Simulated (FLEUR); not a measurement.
# E(M) of AlNi3, part 2 of 2

Aim: the energy of AlNi3 as a function of its total spin moment.

FLEUR MaX-R8.1; PBE; all-electron FLAPW, Dirac cores, scalar-relativistic bands.

So far, magnetization (μB): step 2 (unconstrained state) 0.691.

**4. Moment fixed at 0.623 μB**

Two Fermi energies hold the total moment; the run starts from the free run's density.

Contents of inp.xml:

```
<?xml version="1.0" encoding="UTF-8" standalone="no"?>
<fleurInput fleurInputVersion="0.39">
   <comment>
      AlNi3
   </comment>
   <calculationSetup>
      <cutoffs Kmax="4.14" Gmax="12.4" GmaxXC="12.4" numbands="0"/>
      <scfLoop itmax="120" minDistance="0.00002" maxIterBroyd="15" imix="Anderson" alpha="0.05" precondParam="0.0" spinf="2.0" sdNocoIR="T"/>
      <coreElectrons ctail="T" frcor="F" kcrel="0" coretail_lmax="0"/>
      <xcFunctional name="pbe" relativisticCorrections="F"/>
      <magnetism jspins="2" fixed_moment="0.623"/>
      <soc l_soc="F" theta="0.0" phi="0.0" spav="F"/>
      <expertModes spex="0" secvar="F"/>
      <geometryOptimization l_f="F" forcealpha="1.0" forcemix="BFGS" epsdisp="0.00001" epsforce="0.00001"/>
      <ldaU l_linMix="F" mixParam="0.05" spinf="1.0"/>
   </calculationSetup>
   <cell>
      <bzIntegration valenceElectrons="57.0" mode="hist" fermiSmearingEnergy="0.00183747">
         <kPointListSelection listName="default-1"/>
         <xi:include xmlns:xi="http://www.w3.org/2001/XInclude" href="kpts.xml"> </xi:include>
      </bzIntegration>
      <xi:include xmlns:xi="http://www.w3.org/2001/XInclude" href="sym.xml"> </xi:include>
      <bulkLattice scale="1.0">
         <bravaisMatrix>
            <row-1>    6.6576085554405022     0.0000000000000000     0.0000000000000000</row-1>
            <row-2>    0.0000000000000000     6.6576085554405022     0.0000000000000000</row-2>
            <row-3>    0.0000000000000000     0.0000000000000000     6.6576085554405022</row-3>
         </bravaisMatrix>
      </bulkLattice>
   </cell>
   <atomSpecies>
      <species name="Aluminum (Al)" element="Al" atomicNumber="13">
         <mtSphere radius="1.81" gridPoints="599" logIncrement="0.019"/>
         <atomicCutoffs lmax="8" lnonsphr="6"/>
         <electronConfig flipSpins="F">
            <coreConfig>(1s1/2) (2s1/2) (2p1/2) (2p3/2)</coreConfig>
            <valenceConfig>(3s1/2) (3p1/2) (3p3/2)</valenceConfig>
            <stateOccupation state="(3p1/2)" spinUp="0.166667" spinDown="0.166667"/>
            <stateOccupation state="(3p3/2)" spinUp="0.333333" spinDown="0.333333"/>
         </electronConfig>
         <energyParameters s="3" p="3" d="3" f="4"/>
      </species>
      <species name="Nickel (Ni1.001" element="Ni" atomicNumber="28">
         <mtSphere radius="2.29" gridPoints="757" logIncrement="0.016"/>
         <atomicCutoffs lmax="8" lnonsphr="6"/>
         <electronConfig flipSpins="F">
            <coreConfig>(1s1/2) (2s1/2) (2p1/2) (2p3/2)</coreConfig>
            <valenceConfig>(3s1/2) (3p1/2) (3p3/2) (4s1/2) (3d3/2) (3d5/2)</valenceConfig>
            <stateOccupation state="(3d3/2)" spinUp="1.6" spinDown="1.6"/>
            <stateOccupation state="(3d5/2)" spinUp="2.9005" spinDown="1.8995"/>
         </electronConfig>
         <energyParameters s="4" p="4" d="3" f="4"/>
         <lo type="SCLO" l="0" n="3" eDeriv="0"/>
         <lo type="SCLO" l="1" n="3" eDeriv="0"/>
      </species>
   </atomSpecies>
   <atomGroups>
      <atomGroup species="Aluminum (Al)">
         <relPos label="                   1">.0000000000 .0000000000 .0000000000</relPos>
         <force calculate="T" relaxXYZ="TTT"/>
      </atomGroup>
      <atomGroup species="Nickel (Ni1.001">
         <relPos label="                   2">.0000000000 1.000/2.000 1.000/2.000</relPos>
         <relPos label="                   3">1.000/2.000 .0000000000 1.000/2.000</relPos>
         <relPos label="                   4">1.000/2.000 1.000/2.000 .0000000000</relPos>
         <force calculate="T" relaxXYZ="TTT"/>
      </atomGroup>
   </atomGroups>
   <output dos="F" band="F" slice="F">
      <bandDOS minEnergy="-.5*Htr" maxEnergy="0.5*Htr" sigma="0.015" storeEVData="T"/>
      <plotting iplot="0" polar="F">
         <plot TwoD="T" vec1="  1.0  0.0  0.0" vec2="  0.0  1.0  0.0" vec3="  0.0  0.0  1.0" zero="  0.0  0.0  0.0" file="plot"/>
      </plotting>
      <moessbauerParams electricFieldGradient="F" isomerShift="F" coreHyperfine="F" valenceHyperfine="F"/>
   </output>
</fleurInput>
```

The run is started by

```bash
OMP_NUM_THREADS=1 mpirun -n 4 fleur_MPI > fleur.log
```

Output:

```text
[banner, memory and clock lines left out]
Welcome to FLEUR        (www.flapw.de)
      MaX-Release 8.1          (www.max-centre.eu)

 ========== k-point set info ==========
 Selected k-point list: default-1
 k-point list type: mesh
 10 x 10 x 10
 Number of k points: 56

 [... set-up left out ...]
 Iteration:     1   Distance:       0.79993968 me/bohr^3
 Iteration:     2   Distance:       0.76754982 me/bohr^3
 Iteration:     3   Distance:       0.14738261 me/bohr^3
 Iteration:     4   Distance:       0.06575273 me/bohr^3
 Iteration:     5   Distance:       0.01366158 me/bohr^3
 Iteration:     6   Distance:       0.01137501 me/bohr^3
 Iteration:     7   Distance:       0.00223291 me/bohr^3
 Iteration:     8   Distance:       0.00076804 me/bohr^3
 Iteration:     9   Distance:       0.00062069 me/bohr^3
 Iteration:    10   Distance:       0.00009710 me/bohr^3
 Iteration:    11   Distance:       0.00014790 me/bohr^3
 Iteration:    12   Distance:       0.00002678 me/bohr^3
 Iteration:    13   Distance:       0.00000470 me/bohr^3

 ********************************************************************
 Run finished successfully
 Stop message:
   all done
 ********************************************************************

--- out.xml (last complete iteration) ---
<iteration numberForCurrentRun="   13" overallNumber="   38">
         [... left out ...]
         <bandgap value="0.0222219999" units="eV"/>
         <sumValenceSingleParticleEnergies value="-23.4815111770" units="Htr"/>
         <bandgap value="0.0002541808" units="eV"/>
         <sumValenceSingleParticleEnergies value="-46.9557968375" units="Htr"/>
         <FermiEnergy value="0.3625535026" units="Htr"/>
         <FixedTotalMoment fermiEnergyUp="0.3615361593" fermiEnergyDown="0.3625535026" units="Htr"/>
         [... left out ...]
         <magneticMomentsInMTSpheres units="muBohr">
            <globalMagMoment atomType="1" vec="0.00000   0.00000  -0.00776"/>
            <globalMagMoment atomType="2" vec="0.00000   0.00000   0.22914"/>
         </magneticMomentsInMTSpheres>
         [... left out ...]
         <totalEnergy value="    -4805.3837927541" units="Htr">
            <sumOfEigenvalues value="    -2741.2314751420">
               <coreElectrons value="-2694.2756783045"/>
               <valenceElectrons value="-46.9557968375"/>
            </sumOfEigenvalues>
         [... left out ...]
            <freeEnergy value="-4805.3849298287"/>
            <extrapolationTo0K value="-4805.3843612914"/>
         </totalEnergy>
         <densityConvergence units="me/bohr^3">
            <chargeDensity spin="1" distance="0.0000020686"/>
            <chargeDensity spin="2" distance="0.0000034153"/>
            <overallChargeDensity distance="0.0000031289"/>
            <spinDensity distance="0.0000047007"/>
         </densityConvergence>
      </iteration>
```

The job ended after 13 s (4 MPI ranks of AMD EPYC 9R45, shared host; peak memory 0.25 GiB).

Read from the output:

```yaml
magnetization: 0.623 μB
```

Its energy lies +0.6 meV a cell from the free run's.

**5. Moment fixed at 0.934 μB**

inp.xml, as its differences from that of step 4:

```diff
@@ -10,3 +10,3 @@
       <xcFunctional name="pbe" relativisticCorrections="F"/>
-      <magnetism jspins="2" fixed_moment="0.623"/>
+      <magnetism jspins="2" fixed_moment="0.934"/>
       <soc l_soc="F" theta="0.0" phi="0.0" spav="F"/>
```

Output:

```text
[banner, memory and clock lines left out]
Welcome to FLEUR        (www.flapw.de)
      MaX-Release 8.1          (www.max-centre.eu)

 ========== k-point set info ==========
 Selected k-point list: default-1
 k-point list type: mesh
 10 x 10 x 10
 Number of k points: 56

 [... set-up left out ...]
 Iteration:     1   Distance:       2.54299038 me/bohr^3
 Iteration:     2   Distance:       2.42888548 me/bohr^3
 Iteration:     3   Distance:       1.07160411 me/bohr^3
 Iteration:     4   Distance:       0.14432819 me/bohr^3
 Iteration:     5   Distance:       0.14037156 me/bohr^3
[...]
<sumOfEigenvalues value="    -2741.2933268806">
               <coreElectrons value="-2694.2951399796"/>
               <valenceElectrons value="-46.9981869009"/>
            </sumOfEigenvalues>
         [... left out ...]
            <freeEnergy value="-4805.3845511500"/>
            <extrapolationTo0K value="-4805.3841265726"/>
         </totalEnergy>
         <densityConvergence units="me/bohr^3">
            <chargeDensity spin="1" distance="0.0000024470"/>
            <chargeDensity spin="2" distance="0.0000019558"/>
            <overallChargeDensity distance="0.0000035636"/>
            <spinDensity distance="0.0000026318"/>
         </densityConvergence>
      </iteration>
```

The job ended after 14 s (4 MPI ranks; peak memory 0.25 GiB).

Read from the output:

| Property | Result |
| --- | --- |
| magnetization | 0.934 μB |

Its energy lies +10.9 meV a cell from the free run's.

**6. Moment fixed at 0.311 μB**

inp.xml, as its differences from that of step 5:

```diff
@@ -10,3 +10,3 @@
       <xcFunctional name="pbe" relativisticCorrections="F"/>
-      <magnetism jspins="2" fixed_moment="0.934"/>
+      <magnetism jspins="2" fixed_moment="0.311"/>
       <soc l_soc="F" theta="0.0" phi="0.0" spav="F"/>
```

Output:

```text
[banner, memory and clock lines left out]
Welcome to FLEUR        (www.flapw.de)
      MaX-Release 8.1          (www.max-centre.eu)

 ========== k-point set info ==========
 Selected k-point list: default-1
 k-point list type: mesh
 10 x 10 x 10
 Number of k points: 56

 [... set-up left out ...]
 Iteration:     1   Distance:       4.62782382 me/bohr^3
 Iteration:     2   Distance:       4.44706875 me/bohr^3
 Iteration:     3   Distance:       0.66089110 me/bohr^3
 Iteration:     4   Distance:       0.43511646 me/bohr^3
 Iteration:     5   Distance:       0.31472199 me/bohr^3
[...]
<sumOfEigenvalues value="    -2741.2209175297">
               <coreElectrons value="-2694.2738335233"/>
               <valenceElectrons value="-46.9470840063"/>
            </sumOfEigenvalues>
         [... left out ...]
            <freeEnergy value="-4805.3846999782"/>
            <extrapolationTo0K value="-4805.3839592983"/>
         </totalEnergy>
         <densityConvergence units="me/bohr^3">
            <chargeDensity spin="1" distance="0.0000071600"/>
            <chargeDensity spin="2" distance="0.0000069271"/>
            <overallChargeDensity distance="0.0000076850"/>
            <spinDensity distance="0.0000118085"/>
         </densityConvergence>
      </iteration>
```

Elapsed: 17 s, on 4 MPI ranks; peak memory 0.25 GiB.

Read from the output:

```
magnetization : 0.311 μB
```

Its energy lies +6.9 meV a cell from the free run's.

**7. The curve**

The other moments were run in the same way.

Table of energy over the lowest by total spin moment:

| total spin moment (μB a cell) | energy over the lowest (meV a cell) |
| --- | --- |
| 0.000 | 9.60 |
| 0.311 | 6.88 |
| 0.623 | 0.629 |
| 0.691 | 0 |
| 0.934 | 10.9 |
| 1.245 | 74.5 |
| 1.557 | 193 |
| 1.868 | 340 |
| 2.180 | 509 |
| 2.491 | 705 |

Table of moment, largest sphere moment by total spin moment:

```csv
total spin moment (μB a cell),"moment, largest sphere moment (μB)"
0.000,0
0.311,0.115
0.623,0.229
0.691,0.253
0.934,0.329
1.245,0.421
1.557,0.516
1.868,0.609
2.180,0.700
2.491,0.787
```

**8. What came out**

- moment of the free run: 0.691 μB a cell
- moment of the lowest point: 0.691 μB a cell
- energy of the spinless run: 9.60 meV a cell over the lowest

The lowest point lies 9.60 meV a cell under the spinless run, in free energy at a smearing of 0.05 eV. The point at zero is the spinless run. Opposed orders, which also have no total moment, were not run. Core electrons leak out of the spheres (0.029 e), which costs some accuracy.

[Logs and program files are shortened in this print: banners, set-up blocks, solver, clock and traceback lines can be left out without a mark of their own.]

[Logs are printed without paths, hosts, clocks, repeated set-up lines and the standing remarks that a program may print on its own settings, such as how far it seeks lower states.]

[Hosts, paths, dates, database ids (printed as entryN), source tags and the programs' standing remarks are cut or masked in the printed files.]

[Where a cell is said to come from a database of computed structures, the database is the Materials Project.]
